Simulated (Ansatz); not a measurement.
# Lattice dynamics of MnGe (P2_13), part 2 of 3

How does MnGe (P2_13) vibrate, and is this structure a minimum?

Ansatz 0.2.0; DFT PBEsol, scalar-relativistic, plane waves, PAW.

So far. Step 3 (Relaxing to small forces for the phonons): The largest force component left is 0.14 meV/Å and the pressure is 0.000 GPa, within the tolerances set. The cell now holds 12.79 Å³/atom. The relaxed cell has a = 4.677 Å (conventional setting).

## 4. Modes at Γ

The zone centre comes first: it holds the modes that light can see, as far as symmetry allows. No field response is asked, since the mesh shows no gap.

Contents of input.yaml:

```yaml
crystal:
  lattice:
    - [4.6769166687, 0.0, 0.0]
    - [0.0, 4.6769166687, 0.0]
    - [0.0, 0.0, 4.6769166687]
  atoms:
    - { symbol: Mn, position: [0.6373303322, 0.1373303322, 0.3626696678], spin: 2.06 }
    - { symbol: Mn, position: [0.1373303322, 0.3626696678, 0.6373303322], spin: 2.06 }
    - { symbol: Mn, position: [0.3626696678, 0.6373303322, 0.1373303322], spin: 2.06 }
    - { symbol: Mn, position: [0.8626696678, 0.8626696678, 0.8626696678], spin: 2.06 }
    - { symbol: Ge, position: [0.3432530301, 0.8432530301, 0.6567469699] }
    - { symbol: Ge, position: [0.8432530301, 0.6567469699, 0.3432530301] }
    - { symbol: Ge, position: [0.6567469699, 0.3432530301, 0.8432530301] }
    - { symbol: Ge, position: [0.1567469699, 0.1567469699, 0.1567469699] }
kpoints:
  mp_grid: { grid: [8, 8, 8] }
hamiltonian:
  xc: pbesol
scf:
  occupations: { method: gaussian, width: 0.15 }
output:
  eigenvalues: true
  populations: true
magnetization:
  spin_polarized: true
phonons:
  method: dfpt
```

The run is started by

```sh
ansatz run input.yaml --threads 16 --pin off --max-ram 61440MiB --backend cuda --events-out ev --progress --plain --runs-dir out
```

Numbers of over 12 decimals in the logs are rounded to 6 here.

The log of the run:

```text
[...]
Crystal: 8 atoms, lattice volume = 102.301 Å³
Basis set: ecut = 420 eV, 2007 PW (Γ), exchange–correlation on 64×64×64 points (8 copies of the dense FFT grid, shifted against one another)
Bands: 75, of which v1, the nominal top of the filled ones, is band 58 counted from 1 (57 counted from 0)
Symmetry: 12 space group operations
[...]
k-points: 45 of 512 (time reversal used)
[...]
Starting moments: Σ|m| = 8.24 μB on 4 of 8 sites
[...]
GPU buffer pool allocated for 32768 grid points (all kernels)
[...]
SCF 1 converged in 14 iterations: F = -32490.444797 eV  dr2 = 1.01e-8
[...]
a single point of the input's cell can leave the moments in the input for a lower state (scf.lower_state_search): this run first made a single point of its cell. This run's own SCFs start from the density of the state that the single point found, with the moments in the input. The single point stayed on the moments in the input.
[...]
GPU FFT provider: cuFFT
GPU libraries: cuBLAS 13.8.1, cuFFT 12.4.0, cuSOLVER 12.3.2
[...]
k-points: 260 of 512 (irreducible under 1 space group operation, time reversal used)
[...]
Stability of the state it starts from, as read at its close in the collinear treatment: not read negative (Ritz values of 1 − χ₀K, real part plus size of imaginary part, from 0.30 to 1.1, by its mixing steps under the symmetry group of the SCF that read it); its run was given moments
[...]
GPU buffer pool allocated for 32768 grid points (all kernels)
[...]
SCF iter   9: F=-32490.444797 eV  HF=-32490.444797 eV  |F-HF|=1.46e-11  |Δ(HF+E_count)|=  3.64e-12  Δρ=2.25e-9 (↑1.21e-9 ↓2.25e-9)  dr2=6.33e-15  dr2_m=3.23e-16  M=7.243 μB ∫|m|=8.447 μB  ethr=1.00e-12  ⟨swp⟩=3.0  Hψ=120052  notcnv=0
SCF 2 converged in 9 iterations: F = -32490.444797 eV  dr2 = 6.33e-15
[...]
NSCF: frozen V_eff on 45 k-points
[...]
DFPT response loops at q = (0, 0, 0) (fractional): preconditioner auto → Kerker (q_TF=auto, 2.786 Å⁻¹) (partly filled bands, converged f_vac=0.000); β = 1.00, the filter's whole step (`scf.mixing.beta` (0.30) is not read by the response loops under this deck's `scf.mixing.preconditioner`; to damp them name `kerker` or `kerker_dos`, under which they read `scf.mixing.beta`, and type it under 1.00, their step now; both keys bind the ground state too); Anderson in place of MSR1
SCF converged after 9 iterations
Magnetization: 7.2427 μB (61.6213 up, 54.3787 down)
Absolute magnetization: 8.4412 μB (∫|ρ↑−ρ↓|, with the PAW one-centre terms)
[...]
Per-site moments (μB) at R_I (Å): [(1.868833, 0.982666), (1.868833, 0.982666), (1.868833, 0.982666), (1.868833, 0.982666), (-0.078628, 0.982666), (-0.078628, 0.982666), (-0.078628, 0.982666), (-0.078628, 0.982666)]
Free energy (F): -32490.444797 eV
[...]
Internal energy: -32490.379580 eV  (E = F + TS)
E sigma→0 (E₀):  -32490.412189 eV
Entropy (-TS):   -0.065217 eV (-8.152 meV/atom)
Fermi energy:    17.002746 eV
[...]
--- Band table (eV; the first three rows and the last of 520) ---
  k-point 0 ↑: bands = [... 54 lower, 15.0411, 16.2896, 16.2896, 16.2896, 16.3010, 16.3010, 17.0408, 17.0408, ... 13 higher]
  k-point 1 ↑: bands = [... 54 lower, 15.1828, 16.1253, 16.1504, 16.2735, 16.3119, 16.5063, 16.8971, 17.0072, ... 13 higher]
  k-point 2 ↑: bands = [... 54 lower, 15.2414, 15.8484, 16.0389, 16.1972, 16.3447, 16.5501, 16.7965, 16.9141, ... 13 higher]
  k-point 259 ↓: bands = [... 54 lower, 17.4723, 17.4723, 17.7005, 17.7005, 17.7005, 17.7005, 18.5439, 18.5439, ... 13 higher]
--- Phonons (Γ-DFPT): 2 representative perturbations + reference (Σ response iterations 18) ---
  ASR residual: 4.069e-6 → 0.000e0 eV/Å²; symmetrization residual: 5.115e-11 eV/Å²
  ASR residual per site (eV/Å²): 2.13e-6 2.13e-6 2.13e-6 2.13e-6 4.07e-6 4.07e-6 4.07e-6 4.07e-6
  Γ frequencies (cm⁻¹): 0.00 0.00 0.00 134.45 134.45 140.26 140.26 140.26 177.96 177.96 177.96 221.95 227.59 227.59 227.59 246.24 246.24 246.24 246.65 250.67 250.67 311.95 311.95 311.95
  non-analytic LO–TO correction: not included (Born effective charges unavailable; polar crystals: no LO–TO splitting at Γ)
--- Löwdin populations: 8 sites ---
  site symbol       q [e]    m [muB]
     0     Mn     14.5636     2.0158
     1     Mn     14.5636     2.0158
     2     Mn     14.5636     2.0158
     3     Mn     14.5636     2.0158
     4     Ge     14.2686    -0.1942
     5     Ge     14.2686    -0.1942
     6     Ge     14.2686    -0.1942
     7     Ge     14.2686    -0.1942
  spilling = 0.005787 (of n_electrons = 116.000000)
```

Wall time 13 s (1 × NVIDIA GB200 with 16 threads of Arm Neoverse V2, shared host); peak memory 4.6 GiB.

This step gave:

```
sum-rule residual before enforcement                    : 4.07e-6 eV/Å²
point group                                             : 23
highest optical mode at the zone centre (no LO-TO term) : 311.9 cm⁻¹
lowest optical zone-centre mode                         : 134.4 cm⁻¹
```

Patterns of degenerate modes are one choice out of their space. The modes at Γ (shares of kinetic energy by element, %):

```
mode  frequency (cm⁻¹)  symmetry  Mn %  Ge %
   1               0.0  acoustic    43    57
   2               0.0  acoustic    43    57
   3               0.0  acoustic    43    57
   4             134.4         E    21    79
   5             134.4         E    21    79
   6             140.3         T    43    57
   7             140.3         T    43    57
   8             140.3         T    43    57
   9             178.0         T    36    64
  10             178.0         T    36    64
  11             178.0         T    36    64
  12             221.9         A    26    74
  13             227.6         T    67    33
  14             227.6         T    67    33
  15             227.6         T    67    33
  16             246.2         T    67    33
  17             246.2         T    67    33
  18             246.2         T    67    33
  19             246.7         A    74    26
  20             250.7         E    79    21
  21             250.7         E    79    21
  22             311.9         T    44    56
  23             311.9         T    44    56
  24             311.9         T    44    56
```

Displacements in mode 4 (134.4 cm⁻¹), the largest set to 1:
```
Mn1 -0.05 -0.50 -0.55
Mn2 -0.05  0.50  0.55
Mn3  0.05 -0.50  0.55
Mn4  0.05  0.50 -0.55
Ge5  0.39  0.61  1.00
Ge6  0.39 -0.61 -1.00
Ge7 -0.39  0.61 -1.00
Ge8 -0.39 -0.61  1.00
```

Displacements in mode 14 (227.6 cm⁻¹), the largest set to 1:
```
Mn1  0.04  0.19 -0.03
Mn2  0.83 -0.02 -0.92
Mn3  1.00  0.74  0.19
Mn4 -0.13  0.95 -0.71
Ge5 -0.07 -0.13  0.03
Ge6 -0.58 -0.22  0.43
Ge7 -0.51 -0.57  0.12
Ge8 -0.15 -0.48  0.53
```

Before it was imposed, the acoustic sum rule was missed by 4.1e-6 eV/Å². Small misses are needed for a sound result but don't prove that mesh and cutoff are converged. The lowest optical mode is real, 134 cm⁻¹.

## 5. Response at finite wavevector

Stability and thermal properties need the whole zone. Linear response on a 2×2×2 q mesh gives force constants as far as a supercell of that size would.

input.yaml, as its differences from that of step 4:

```diff
@@ -27 +27,8 @@
   method: dfpt
+  qmesh: [2, 2, 2]
+  temperatures: { t_max: 1000, t_step: 50 }
+  qpath:
+    path:
+      - [[0.0, 0.0, 0.0], [0.0, 0.5, 0.0], [0.5, 0.5, 0.0], [0.0, 0.0, 0.0], [0.5, 0.5, 0.5], [0.0, 0.5, 0.0]]
+      - [[0.5, 0.5, 0.0], [0.5, 0.5, 0.5]]
+    npoints: 10
```

The log of the run:

```text
Warning: phonons: the dynamical matrix that this run interpolates holds no multipole term above the dipole-dipole one, and a site of this crystal is no centre of inversion, so its interpolated transverse optical and acoustic branches and sound speeds can stay off near Gamma, and the density of states and the thermodynamics with them. What a run solves at a wave vector of phonons.qpoints, Gamma apart, where the deck admits one, is free of this, and under fd what a larger phonons.supercell samples
[...]
Crystal: 8 atoms, lattice volume = 102.301 Å³
Basis set: ecut = 420 eV, 2007 PW (Γ), exchange–correlation on 64×64×64 points (8 copies of the dense FFT grid, shifted against one another)
Bands: 75, of which v1, the nominal top of the filled ones, is band 58 counted from 1 (57 counted from 0)
Symmetry: 12 space group operations
[...]
k-points: 45 of 512 (time reversal used)
[...]
Starting moments: Σ|m| = 8.24 μB on 4 of 8 sites
[...]
GPU buffer pool allocated for 32768 grid points (all kernels)
[...]
SCF 1 converged in 14 iterations: F = -32490.444797 eV  dr2 = 1.01e-8
[...]
GPU FFT provider: cuFFT
GPU libraries: cuBLAS 13.8.1, cuFFT 12.4.0, cuSOLVER 12.3.2
[...]
GPU buffer pool allocated for 32768 grid points (all kernels)
[...]
SCF iter   8: F=-32490.444797 eV  HF=-32490.444797 eV  |F-HF|=1.09e-11  |Δ(HF+E_count)|=  7.28e-12  Δρ=1.96e-8 (↑1.68e-8 ↓1.96e-8)  dr2=1.09e-12  dr2_m=1.93e-14  M=7.243 μB ∫|m|=8.447 μB  ethr=1.00e-12  ⟨swp⟩=3.0  Hψ=24139  notcnv=0
SCF 2 converged in 8 iterations: F = -32490.444797 eV  dr2 = 1.09e-12
[...]
GPU FFT provider: cuFFT
GPU libraries: cuBLAS 13.8.1, cuFFT 12.4.0, cuSOLVER 12.3.2
[...]
GPU buffer pool allocated for 32768 grid points (all kernels)
[...]
SCF iter   3: F=-32490.444797 eV  HF=-32490.444797 eV  |F-HF|=7.28e-12  |Δ(HF+E_count)|=  1.49e-10  Δρ=2.76e-8 (↑2.76e-8 ↓2.40e-8)  dr2=9.32e-13  dr2_m=6.78e-14  M=7.243 μB ∫|m|=8.447 μB  ethr=1.00e-12  ⟨swp⟩=2.0  Hψ=12361  notcnv=0
SCF 3 converged in 3 iterations: F = -32490.444797 eV  dr2 = 9.32e-13
phonons: the bands overlap, so this run is a metal and interpolates without the dipole-dipole term. If the crystal is really an insulator or semiconductor, its LO-TO splitting is missing
[...]
SCF converged after 8 iterations
Magnetization: 7.2427 μB (61.6213 up, 54.3787 down)
Absolute magnetization: 8.4412 μB (∫|ρ↑−ρ↓|, with the PAW one-centre terms)
[...]
Per-site moments (μB) at R_I (Å): [(1.868833, 0.982666), (1.868833, 0.982666), (1.868833, 0.982666), (1.868833, 0.982666), (-0.078628, 0.982666), (-0.078628, 0.982666), (-0.078628, 0.982666), (-0.078628, 0.982666)]
Free energy (F): -32490.444797 eV
[...]
Internal energy: -32490.379580 eV  (E = F + TS)
E sigma→0 (E₀):  -32490.412189 eV
Entropy (-TS):   -0.065217 eV (-8.152 meV/atom)
Fermi energy:    17.002746 eV
[...]
--- Band table (eV; the first three rows and the last of 90) ---
  k-point 0 ↑: bands = [... 54 lower, 15.0411, 16.2896, 16.2896, 16.2896, 16.3010, 16.3010, 17.0408, 17.0408, ... 13 higher]
  k-point 1 ↑: bands = [... 54 lower, 15.1828, 16.1253, 16.1504, 16.2735, 16.3119, 16.5063, 16.8971, 17.0072, ... 13 higher]
  k-point 2 ↑: bands = [... 54 lower, 15.2414, 15.8484, 16.0389, 16.1972, 16.3447, 16.5501, 16.7965, 16.9141, ... 13 higher]
  k-point 44 ↓: bands = [... 54 lower, 17.4723, 17.4723, 17.7005, 17.7005, 17.7005, 17.7005, 18.5439, 18.5439, ... 13 higher]
[...]
ASR residual: 1.720e-5 → 0.000e0 eV/Å²; symmetrization residual: 3.433e-11 eV/Å²
[...]
--- Phonons (arbitrary-q DFPT): 4 irreducible q on the 2×2×2 mesh ---
  q = [0.0000, 0.0000, 0.0000] (star 1, of the zone-centre solve; hermiticity 6.43e-12, symmetrization 1.70e-12): -0.00 0.00 0.00 134.45 134.45 140.26 140.26 140.26 177.96 177.96 177.96 221.95 227.59 227.59 227.59 246.24 246.24 246.24 246.65 250.67 250.67 311.95 311.95 311.95
  q = [0.0000, 0.0000, -0.5000] (star 3, 6 solved perturbations in 1560 linear systems a pass and spin channel, the states on 125 of 512 k-point pairs; hermiticity 1.75e-11, symmetrization 3.62e-13): 94.78 94.78 106.81 106.81 134.79 134.79 153.06 153.06 167.01 167.01 183.80 183.80 222.87 222.87 228.31 228.31 245.68 245.68 254.24 254.24 292.44 292.44 308.84 308.84
[...]
sum rule: each row above includes the acoustic sum rule's correction from the zone centre's row sums; it moved no ω² by more than (0.30 cm⁻¹)²
  mesh force constants: q→R imaginary residual 1.11e-17; ASR residual 1.720e-5 → 0.000e0 eV/Å²; symmetrization residual 7.105e-15 eV/Å²
  interpolated dispersion: 62 rows × 24 modes
  density of states and harmonic sums: on the 14×14×14 q-mesh, interpolated from the force constants of a 2×2×2 supercell (no non-analytic term)
  largest difference from the sums on the solved wave vectors: F 8.66e-2 eV, S 1.19e-4 and C_V 3.22e-5 eV/K
  zero-point energy: 0.297689 eV/cell   skipped modes (ω ≤ 0): 3   left out of the sums: 4.56e-5 of the cell's modes: C_V's classical limit lies that fraction below 3 k_B per atom; for a crystal, a wire or a layer, F and S can be off by more, and a phonons.interpolated_qmesh denser along its periods is the remedy for the sampling
--- Löwdin populations: 8 sites ---
  site symbol       q [e]    m [muB]
     0     Mn     14.5636     2.0158
     1     Mn     14.5636     2.0158
     2     Mn     14.5636     2.0158
     3     Mn     14.5636     2.0158
     4     Ge     14.2686    -0.1942
     5     Ge     14.2686    -0.1942
     6     Ge     14.2686    -0.1942
     7     Ge     14.2686    -0.1942
  spilling = 0.005787 (of n_electrons = 116.000000)
```

It took 19 s on 1 × NVIDIA GB200 with 16 threads; peak memory 4.9 GiB.

This step gave:

| Item | Value |
| --- | --- |
| sum-rule residual before enforcement | 1.72e-5 eV/Å² |
| lowest frequency on the path | 0 cm⁻¹ |
| highest frequency on the path or at a solved wavevector | 312.2 cm⁻¹ |
| mean frequency | 200.1 cm⁻¹ |
| Debye temperature (second moment) | 391 K |
| logarithmic mean frequency | 188.1 cm⁻¹ |
| lowest mode on the q mesh (acoustic modes at Γ apart) | 94.78 cm⁻¹ |
| zero-point energy per atom | 37.21 meV |
| heat capacity at 300 K | 22.96 J/(mol atoms K) |
| vibrational entropy at 300 K | 28.54 J/(mol atoms K) |

Frequencies (cm⁻¹) solved at each irreducible wavevector; negative means imaginary. Frequencies by wavevector, by row:

```
q in reciprocal lattice units  star  mode 1  mode 2  mode 3  mode 4  mode 22  mode 23  mode 24
                        0 0 0     1       0       0       0   134.4    311.9    311.9    311.9
                     0 0 -0.5     3    94.8    94.8   106.8   106.8    292.4    308.8    308.8
                  0 -0.5 -0.5     3   105.2   105.2     121     121    294.2    298.3    298.3
               -0.5 -0.5 -0.5     1   132.1   132.1   132.1   132.1    291.8    291.8    291.8
```

[end of part 2 of 3]

[Logs are printed without paths, hosts, clocks, repeated set-up lines and the standing remarks that a program may print on its own settings, such as how far it seeks lower states.]

[Hosts, paths, dates, database ids (printed as entryN), source tags and the programs' standing remarks are cut or masked in the printed files.]
